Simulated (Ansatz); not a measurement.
# Work function of Ta(100): what the settings cost and change

Aim: the numerical settings behind the work function of Ta(100), with the cost of each.

Main program and level: Ansatz 0.2.0; plane-wave DFT, PBE, Ansatz PAW.

The experiments to compare with:

“Anisotropic work function of elemental crystals” (2019, arxiv:1902.07811) quotes from earlier work for Ta (clean (100) face, a compiled value): work function (clean (100) face, a compiled value) 4.1 eV.

This is a report of a sequence of runs, with most program output left out.

## 1. Starting point

The cell holds 7 atoms: 7 Ta. Cell: a = 3.310 Å, b = 3.310 Å, c = 27.930 Å, α = 90.0°, β = 90.0°, γ = 90.0°. Vacuum lies along c.

## 2. Slab, setting cutoff 200 eV

A work function rests on the faint tail of the density, so the SCF threshold is tight. The cutoff is raised first; then mesh and smearing are varied at the default cutoff.

The input, input.yaml:

```yaml
crystal:
  lattice:
    - [3.31, 0.0, 0.0]
    - [0.0, 3.31, 0.0]
    - [0.0, 0.0, 27.93]
  atoms:
    - { symbol: Ta, position: [0.0, 0.0, 0.3222341568] }
    - { symbol: Ta, position: [0.5, 0.5, 0.3814894379] }
    - { symbol: Ta, position: [0.0, 0.0, 0.4407447189] }
    - { symbol: Ta, position: [0.5, 0.5, 0.5] }
    - { symbol: Ta, position: [0.0, 0.0, 0.5592552811] }
    - { symbol: Ta, position: [0.5, 0.5, 0.6185105621] }
    - { symbol: Ta, position: [0.0, 0.0, 0.6777658432] }
kpoints:
  mp_grid: { grid: [12, 12, 1] }
hamiltonian:
  xc: pbe
scf:
  occupations: { method: fermi_dirac, width: 0.1 }
  convergence: { dr2_threshold: 1.0e-09 }
efield:
  axis: 3
  dipole_correction: true
  ramp_position: 0.97
  ramp_width: 0.06
basis:
  ecutwfc: "200 eV"
output:
  write_potential: true
  write_density: true
  volumetric_format: npy
  elf: true
```

Launch:

```console
$ ansatz run input.yaml --threads 2 --pin off --max-ram 3072MiB --backend cpu --events-out ev --progress --plain --runs-dir out
```

It took 16 s on 2 threads of Intel Xeon 6975P-C (Granite Rapids), shared host; peak memory 0.45 GiB.

This step gave:

```yaml
energy_at_zero_smearing: -69513.0894 eV
work_function_upper_face: 4.045 eV
```

Running mean over 1.655 Å of the planar mean; the ramp of the sawtooth is left out. The electron's electrostatic potential energy less the Fermi level by z:

z (Å), electron's electrostatic potential energy less the Fermi level (eV) and a bar from the least value:
```
        4        4.0 ##############################
        5        4.0 ##############################
        6        3.9 ##############################
        7        3.0 ############################
        8       -2.6 ################
        9       -9.8 #
       10      -10.3 
       11      -10.2 
       12      -10.1 
       13      -10.1 
       14      -10.0 #
       15      -10.1 
       16      -10.1 
       17      -10.2 
       18      -10.3 
       19       -9.6 #
       20       -2.0 #################
       21        3.1 ############################
       22        3.9 ##############################
       23        4.0 ##############################
       24        4.0 ##############################
```

Valence density in the ca plane at fractional y = 0.000, with atoms of Ta within 0.2 Å of it. It is the smooth field of the valence electrons, not physical close to the nuclei.

Ten even steps from '0' (0.0 e/Å³) to '9' (4.2 e/Å³), each cell a mean:
```
05999410004999410003899510002799610000000000
02564100001465200001465200001366200000000000
00111000000111000000111000000111000000000000
00000000000000000000000000000000000000000000
00000000000000000000000000000000000000000000
00000000000000000000000000000000000000000000
01342100001233100001233100001233100000000000
03897300003798300002798410002699510000000000
16989410014989510003989610003899720000000000
```
Columns run along c (16.0 Å, from fractional 0.28 to 0.86 of the cell), rows up along a (3.3 Å). Atoms in or near the plane, at fractional coordinates: Ta at (0.32, 0.00), Ta at (0.44, 0.00), Ta at (0.56, 0.00), Ta at (0.68, 0.00).

Electrostatic potential energy in the ca plane at fractional y = 0.000, with atoms of Ta within 0.2 Å of it. With pseudopotentials it is smooth inside the atoms' cores, unlike the true potential.

Ten even steps from '0' (-69 eV) to '9' (10 eV), each cell a mean:
```
75102589985201589986201489996300478999999999
87545799997545789997544689998544689999999999
98778899998878899999877899999877899999999999
99999999999999999999999999999999999999999999
99999999999999999999999999999999999999999999
99888999999888999999888999999988899999999999
87656899998656899998666799998756789999999999
85313689986313689987312589997412579999999999
74001589985100479986100479986200378999999999
```
Columns run along c (16.0 Å, from fractional 0.28 to 0.86 of the cell; values clipped at the 3rd and 97th percentile), rows up along a (3.3 Å). Atoms in or near the plane, at fractional coordinates: Ta at (0.32, 0.00), Ta at (0.44, 0.00), Ta at (0.56, 0.00), Ta at (0.68, 0.00).

ELF in the ca plane at fractional y = 0.000, with atoms of Ta within 0.2 Å of it. It is the smooth field of the valence electrons, not physical close to the nuclei.

Ten even steps from '0' (0.00) to '9' (0.71), each cell a mean:
```
39859736427958825526957924645966952111000000
25897446634788436643788535653699622110000000
22343466653333356664333356665343222210000000
22346765566434666666534566567753222210000000
23468765566555666566655665567865323310000000
22234666664322466665322466666432222210000000
23675356643565346653566346663577422110000000
38989536526989625634989724644889942110000000
49617735427716824526825923536823962211000000
```
Columns run along c (16.0 Å, from fractional 0.28 to 0.86 of the cell), rows up along a (3.3 Å). Atoms in or near the plane, at fractional coordinates: Ta at (0.32, 0.00), Ta at (0.44, 0.00), Ta at (0.56, 0.00), Ta at (0.68, 0.00).

The work function is 4.045 eV.

## 3. Slab

input.yaml: that of step 2 with these lines changed.

```diff
@@ -26,3 +26,3 @@
 basis:
-  ecutwfc: "200 eV"
+  ecutwfc: "300 eV"
 output:
@@ -31,2 +31 @@
   volumetric_format: npy
-  elf: true
```

Run time: 25 s. Hardware: 2 threads; peak memory 0.62 GiB; 45 s of CPU time.

The work function is 3.999 eV, -0.045 eV from the run “cutoff 200 eV”, at 1.6 times its CPU time.

## 4. Run

input.yaml: that of step 3 with these lines changed.

```diff
@@ -26,3 +26,3 @@
 basis:
-  ecutwfc: "300 eV"
+  ecutwfc: "420 eV"
 output:
```

Elapsed: 40 s, on 2 threads; peak memory 0.83 GiB.

The work function is 3.999 eV, -0.045 eV from the run “cutoff 200 eV”, at 2.6 times its CPU time.

## 5. Slab

input.yaml: that of step 4 with these lines changed.

```diff
@@ -26,3 +26,3 @@
 basis:
-  ecutwfc: "420 eV"
+  ecutwfc: "600 eV"
 output:
```

Wall time 69 s (2 threads); peak memory 1.2 GiB.

The work function is 3.999 eV, -0.000 eV from the run “cutoff 420 eV”, at 1.8 times its CPU time.

## 6. Run

input.yaml: that of step 5 with these lines changed.

```diff
@@ -14,3 +14,3 @@
 kpoints:
-  mp_grid: { grid: [12, 12, 1] }
+  mp_grid: { grid: [2, 2, 1] }
 hamiltonian:
@@ -25,4 +25,2 @@
   ramp_width: 0.06
-basis:
-  ecutwfc: "600 eV"
 output:
```

Run time: 5.2 s. Hardware: 2 threads; peak memory 0.55 GiB.

The work function is 4.292 eV, +0.292 eV from the run “cutoff 420 eV”, at 0.089 times its CPU time.

## 7. Slab

input.yaml: that of step 6 with these lines changed.

```diff
@@ -14,3 +14,3 @@
 kpoints:
-  mp_grid: { grid: [2, 2, 1] }
+  mp_grid: { grid: [4, 4, 1] }
 hamiltonian:
```

Run time: 9.1 s. Hardware: 2 threads; peak memory 0.55 GiB; 13 s of CPU time.

The work function is 4.006 eV, +0.007 eV from the run “cutoff 420 eV”, at 0.18 times its CPU time.

## 8. Slab

input.yaml: that of step 7 with these lines changed.

```diff
@@ -14,3 +14,3 @@
 kpoints:
-  mp_grid: { grid: [4, 4, 1] }
+  mp_grid: { grid: [8, 8, 1] }
 hamiltonian:
```

Run time: 21 s. Hardware: 2 threads; peak memory 0.69 GiB; 36 s of CPU time.

The work function is 4.000 eV, +0.000 eV from the run “cutoff 420 eV”, at 0.51 times its CPU time.

## 9. Slab

input.yaml: that of step 8 with these lines changed.

```diff
@@ -14,3 +14,3 @@
 kpoints:
-  mp_grid: { grid: [8, 8, 1] }
+  mp_grid: { grid: [18, 18, 1] }
 hamiltonian:
```

The job ended after 73 s (2 threads; peak memory 1.2 GiB).

The work function is 3.999 eV, -0.001 eV from the run “cutoff 420 eV”, at 2.0 times its CPU time.

## 10. Run

input.yaml: that of step 9 with these lines changed.

```diff
@@ -14,3 +14,3 @@
 kpoints:
-  mp_grid: { grid: [18, 18, 1] }
+  mp_grid: { grid: [12, 12, 1] }
 hamiltonian:
@@ -18,3 +18,3 @@
 scf:
-  occupations: { method: fermi_dirac, width: 0.1 }
+  occupations: { method: gaussian, width: 0.05 }
   convergence: { dr2_threshold: 1.0e-09 }
```

It took 37 s on 2 threads; peak memory 0.83 GiB.

The work function is 4.077 eV, +0.078 eV from the run “cutoff 420 eV”, at 0.97 times its CPU time.

## 11. Slab

input.yaml: that of step 10 with these lines changed.

```diff
@@ -18,3 +18,3 @@
 scf:
-  occupations: { method: gaussian, width: 0.05 }
+  occupations: { method: methfessel_paxton, width: 0.2 }
   convergence: { dr2_threshold: 1.0e-09 }
```

The job ended after 42 s (2 threads; peak memory 0.82 GiB; 80 s of CPU time).

The work function is 4.048 eV, +0.049 eV from the run “cutoff 420 eV”, at 1.1 times its CPU time.

## 12. Run

input.yaml: that of step 11 with these lines changed.

```diff
@@ -18,3 +18,3 @@
 scf:
-  occupations: { method: methfessel_paxton, width: 0.2 }
+  occupations: { method: fermi_dirac, width: 0.3 }
   convergence: { dr2_threshold: 1.0e-09 }
```

Wall time 45 s (2 threads); peak memory 0.88 GiB; 86 s of CPU time.

The work function is 3.974 eV, -0.026 eV from the run “cutoff 420 eV”, at 1.2 times its CPU time.

## 13. Run

input.yaml: that of step 12 with these lines changed.

```diff
@@ -18,3 +18,3 @@
 scf:
-  occupations: { method: fermi_dirac, width: 0.3 }
+  occupations: { method: cold, width: 0.1 }
   convergence: { dr2_threshold: 1.0e-09 }
```

The job ended after 36 s (2 threads; peak memory 0.83 GiB).

The work function is 4.073 eV, +0.074 eV from the run “cutoff 420 eV”, at 0.97 times its CPU time.

## 14. Side by side

Times are for 2 threads of Intel Xeon 6975P-C (Granite Rapids), shared host. The series side by side:

```tsv
no.	setting	work function, upper face (eV)	time	memory (GiB)
1	cutoff 200 eV	4.045	16 s	0.45
2	cutoff 300 eV	3.999	25 s	0.62
3	cutoff 420 eV	3.999	40 s	0.83
4	cutoff 600 eV	3.999	69 s	1.2
5	mesh 2x2	4.292	5.2 s	0.55
6	mesh 4x4	4.006	9.1 s	0.55
7	mesh 8x8	4.000	21 s	0.69
8	mesh 18x18	3.999	73 s	1.2
9	Gaussian smearing 0.05 eV	4.077	37 s	0.83
10	methfessel_paxton smearing 0.2 eV	4.048	42 s	0.82
11	fermi_dirac smearing 0.3 eV	3.974	45 s	0.88
12	cold smearing 0.1 eV	4.073	36 s	0.83
```

## 15. The same run with other settings

An input spoilt on purpose, to show how the run answers: it repeats the earlier run “cutoff 200 eV” with efield.axis from 3 to 2, and scf.max_iter set to 100; its output block differs too.

input.yaml: that of step 13 with these lines changed.

```diff
@@ -18,6 +18,7 @@
 scf:
-  occupations: { method: cold, width: 0.1 }
+  occupations: { method: fermi_dirac, width: 0.1 }
   convergence: { dr2_threshold: 1.0e-09 }
+  max_iter: 100
 efield:
-  axis: 3
+  axis: 2
   dipole_correction: true
@@ -25,2 +26,4 @@
   ramp_width: 0.06
+basis:
+  ecutwfc: "200 eV"
 output:
```

Run time: 0.33 s. Hardware: 2 threads; peak memory 0.33 GiB.

The program refused the input before any cycle.

The program's message: “Error: efield: ion 0 (Ta) at fractional coordinate 0.0000 along the field axis lies inside the sawtooth ramp with 2 of the planes that the density is read on at each end, [0.8450, 0.1550] — the ramp m …”

The fault put into the input: the field along an axis without vacuum.

## 16. Outcome

| Item | Value |
| --- | --- |
| work function, cutoff 420 eV | 3.999 eV |
| work function, cutoff 600 eV | 3.999 eV |
| work function, mesh 2x2 | 4.292 eV |
| work function, fermi_dirac smearing 0.3 eV | 3.974 eV |

In words: The run at the highest cutoff gives 4.00 eV, and the settings tried spread the value from 3.97 to 4.29 eV. Against 600 eV, a cutoff of 200 eV is off by +0.045 eV. Against 600 eV, a cutoff of 420 eV is off by +0.000 eV. Against the finest mesh, 18 points along a, the coarser ones are off by +0.29 (2), +0.01 (4) and +0.00 (8) eV. The smearing schemes and widths spread it over 0.10 eV. The ladder's slabs use the tabulated experimental lattice constant (two decimals; a low-temperature value for the alkali metals). This open face is not relaxed here, and relaxation moves such faces by up to a few tenths of an eV. In 1 run of the series (cutoff 200 eV) the program warns that electrons reach the sawtooth's ramp, which makes dipole and work function less sure.

Calculation against experiment:

| quantity | measured | cutoff 600 eV |
| --- | --- | --- |
| work function (clean (100) face, a compiled value) (eV) | 4.1 | 4.00 (-0.10 eV) |

Measured values from arxiv:1902.07811 (2019).

**Verdict.** The work function is off by -0.10 eV: good agreement. The grades are ours: good and fair within 3 and 7 % for the work function. No cell relaxation is part of this session.

[Logs are printed without paths, hosts, clocks, repeated set-up lines and the standing remarks that a program may print on its own settings, such as how far it seeks lower states.]

[Hosts, paths, dates, database ids (printed as entryN), source tags and the programs' standing remarks are cut or masked in the printed files.]

[Maps of the electrostatic potential energy from Ansatz leave out the sawtooth potential of an applied field or a dipole correction, so their vacuum need not be flat; planar profiles and work functions include it.]
